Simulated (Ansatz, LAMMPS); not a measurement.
# Elastic response of glassy CaAl2Si2O8 (156 atoms), part 3 of 3

How stiff is glassy CaAl2Si2O8 (156 atoms)?

Ansatz 0.2.0; Kohn-Sham DFT, PBE, PAW (set soft_2), plane waves.

The cell: 24 Al, 12 Ca, 96 O and 24 Si. The quench rate of 20 K/ps is orders of magnitude faster than experiment. The network of bonds at the start is that of the classical potential that made the cell. The Brillouin zone is sampled at Γ only.

So far. Step 8 (Volume +6 %): The relaxation converged after 9 steps, 1.83 eV below its start, with a largest force component of 0.046 eV/Å. Step 8 (Volume +6 %): Volume +6 %: the energy stands 1.35 eV above that of the reference, at a pressure of -3.37 GPa.

### 9. Volume -10 %

The relaxed cell is scaled to another volume.

Input and log are left out; they have the form of those shown for this kind of step.

Wall time 4.7 min (4 threads of Arm Neoverse V2, shared host); peak memory 3 GiB; 18 min of CPU time.

The relaxation was stopped at its limit after 8 steps, 6.85 eV below its start, with a largest force component of 0.20 eV/Å.

Volume -10 %: the energy stands 4.85 eV above that of the reference.

### 10. Stretched by 1 % along x

The relaxed cell is strained along x alone, which gives the stiffness along x and its coupling to y and z.

Contents of input.yaml:

```yaml
crystal:
  lattice:
    - [12.81134, 0.03763, 0.14936]
    - [0.03801, 12.7375, 0.00378]
    - [0.15085, 0.00378, 12.6093]
  atoms:
    [... the 156 atom lines of step 4 ...]
kpoints:
  mp_grid: { grid: [1, 1, 1] }
hamiltonian:
  xc: pbe
scf:
  occupations: { method: gaussian, width: 0.05 }
output:
  forces: true
  eigenvalues: true
  stress: true
relax:
  f_tol: 0.05
  max_steps: 70
```

On the command line:

```sh
$ ansatz run input.yaml --threads 4 --pin off --max-ram 8192MiB --backend cpu --events-out ev --progress --plain --runs-dir out
```

Numbers of over 12 decimals in the logs are rounded to 6 here.

Output:

```text
Warning: output.stress: scf.convergence.dr2_threshold = 1e-7 eV (the SCF's general default) is looser than the 1.08e-8 eV advised for a printed stress (1e-10 eV for each atom of the cell: 156, of which 108 are counted). What an SCF threshold leaves in a stress goes as its square root, and in the free energy as the threshold itself, and one threshold admits the most on a small cell: [...]
[...]
Pseudopotentials: kind: paw
Pseudopotential: Al, paw, valence charge 3, recommended cutoff 420 eV (normal), Al.paw.azcp
Pseudopotential: Ca, paw, valence charge 10, recommended cutoff 420 eV (normal), Ca.paw.azcp
Pseudopotential: O, paw, valence charge 6, recommended cutoff 420 eV (normal), O.paw.azcp
Pseudopotential: Si, paw, valence charge 4, recommended cutoff 420 eV (normal), Si.paw.azcp
[... 5 lines on functional and potentials left out ...]
Crystal: 156 atoms, lattice volume = 2057.336 Å³
Basis set: ecut = 420 eV, 40213 PW (Γ), exchange–correlation on 180×180×180 points (8 copies of the dense FFT grid, shifted against one another)
Bands: 588, of which v1, the nominal top of the filled ones, is band 432 counted from 1 (431 counted from 0)
Symmetry: 1 space group operations
Space group: P1 (ITA 1), of the structure as read, at distance tolerance 1.3e-4 Å
k-points: 1
[... 9 lines on functional and potentials left out ...]
Initial density: superposition of atomic densities (neutral atoms: chi_scale 0, normalization atom), corrected by the library's trained network
Initial wavefunctions: pseudopotential atomic-orbital guess
[...]
SCF iter   1: F=—  HF=-104643.648287 eV  |F-HF|=—  |Δ(HF+E_count)|=         —  Δρ=1.87e-3  dr2=1.03e-1  ethr=1.77e-3  ⟨swp⟩=6.0  Hψ=2577  notcnv=0  defer=143
preconditioner: auto → Resta (q_TF=auto, 2.361 Å⁻¹)  ε∞=3.3  [insulator: Δε(μ)=3.774 eV  Ē_g=15.568 eV  σ=0.050 eV  W_gap=1.00  n_scr=460 (ndim 8)  ℏωp=23.7 eV  f_vac=0.100  D(μ)=0.00/eV (n_scr^D=0)  ε∞_Penn≈3.3]
[...]
SCF iter   5: F=—  HF=-104643.661899 eV  |F-HF|=—  |Δ(HF+E_count)|=   4.91e-5  Δρ=8.69e-5  dr2=1.59e-4  ethr=8.19e-8  ⟨swp⟩=2.0  Hψ=885  notcnv=0  defer=152
SCF iter   6: F=-104643.661907 eV  HF=-104643.661927 eV  |F-HF|=2.06e-5  |Δ(HF+E_count)|=   2.84e-5  Δρ=5.00e-5  dr2=4.45e-5  ethr=7.23e-9  ⟨swp⟩=15.0  Hψ=4014  notcnv=0
SCF 1 converged in 6 iterations: F = -104643.661907 eV  dr2 = 4.45e-5
[...]
relax step   1: F+E_penalty+E_count = -104643.66190650 eV  Δ(F+E_penalty+E_count) = +0.000e0 eV  max|allowed force component| = 4.536e-1 eV/Å  Δτ_max = 0.0000 Å  (6 SCF iters, dr2 threshold 6.25e-5 eV, accepted)
[...]
relax step   2: F+E_penalty+E_count = -104643.72807086 eV  Δ(F+E_penalty+E_count) = -6.616e-2 eV  max|allowed force component| = 2.782e-1 eV/Å  Δτ_max = 0.0179 Å  (5 SCF iters, dr2 threshold 1.29e-5 eV, accepted)
[...]
relax step   3: F+E_penalty+E_count = -104643.76501676 eV  Δ(F+E_penalty+E_count) = -3.695e-2 eV  max|allowed force component| = 8.609e-2 eV/Å  Δτ_max = 0.0246 Å  (6 SCF iters, dr2 threshold 4.84e-6 eV, accepted)
[...]
Step cancelled. What follows is not a result of the run: it is the report of the last solve that finished, which converged after 6 SCF iterations.
Free energy (F): -104643.765017 eV
Harris-Foulkes:  -104643.765017 eV  (|F-HF|=5.51e-8)
Internal energy: -104643.765017 eV  (E = F + TS)
E sigma→0 (E₀):  -104643.765017 eV
Fermi energy:    6.113092 eV
--- Per-component energies (eV) ---
[...]
Σ components = -104643.765017   (vs F -104643.765017, Δ=0.00e0)
--- Forces (eV/Å), atoms counted from 1 ---
  atom   1  Al     0.04166321    -0.01439116     0.01568143
  atom   2  Al     0.02750103     0.00185679    -0.03949342
  atom   3  Al     0.00593579     0.01990222     0.03265991
  atom   4  Al    -0.00119043    -0.00401943     0.00607986
[...]
atom 156  Si    -0.03603964    -0.00902296    -0.01369206
  max |Σ_I F_I| component: 7.32e-4 eV/Å
--- Band table (eV) ---
  k-point 0: bands = ["-35.3815", "-34.7333", "-34.7222", "-34.6502", [... 572 levels ...], "13.5370", "13.5693", "13.5999", "13.6389", "13.6505", "13.6692", "13.6894", "13.7205", "13.7478", "13.7794", "13.8207", "13.8405"]
End of that report.
Error: SIGTERM received: cancelled by the caller after 1 completed SCF iterations
```

The job ended after 1.9 min (4 threads of Arm Neoverse V2, shared host; peak memory 3.2 GiB).

The run was cut off at its time limit.

The program's message: “Error: SIGTERM received: cancelled by the caller after 1 completed SCF iterations”

The session had allowed this step about 1.9 min.

### 11. Pressure against volume

Atoms are relaxed at each volume, in the scaled cell.

```csv
volume change (%),volume (Å³/atom),energy change (meV/atom),pressure (GPa),largest move on relaxing (Å),bonds,gap (eV)
-6,12.274,10.61,4.51,0.37,273,4.10
-3,12.666,2.63,2.14,0.21,267,3.91
+0,13.057,0.00,0.01,-,266,3.76
+3,13.449,2.27,-1.86,0.16,265,3.62
+6,13.841,8.62,-3.37,0.39,262,3.53
```

### 12. Outcome

The bulk modulus, from the slope of pressure against ln V over the three points nearest the relaxed volume, is 66.6 GPa; a quadratic over all points gives a pressure derivative of about 3.8. The count of bonds runs from 262 to 273 over the series, so at some points contacts cross the cutoffs. The gap goes from 4.10 eV at the smallest volume to 3.53 eV at the largest, -4.7 eV per unit of ln V by a straight line, on the run's k-points.

**Limits.** Strains are finite and relaxations stop at the force tolerance of the input, which can leave moduli too stiff; they are those of a static cell at zero temperature. Volumes are changed with the cell's shape held, so in an anisotropic solid the modulus lies over the one under free hydrostatic load. The program notes that the SCF threshold of the relaxations is loose for the stress.

The DFT runs together took 42 min of wall time.

[Logs are printed without paths, hosts, clocks, repeated set-up lines and the standing remarks that a program may print on its own settings, such as how far it seeks lower states.]

[Hosts, paths, dates, database ids (printed as entryN), source tags and the programs' standing remarks are cut or masked in the printed files.]
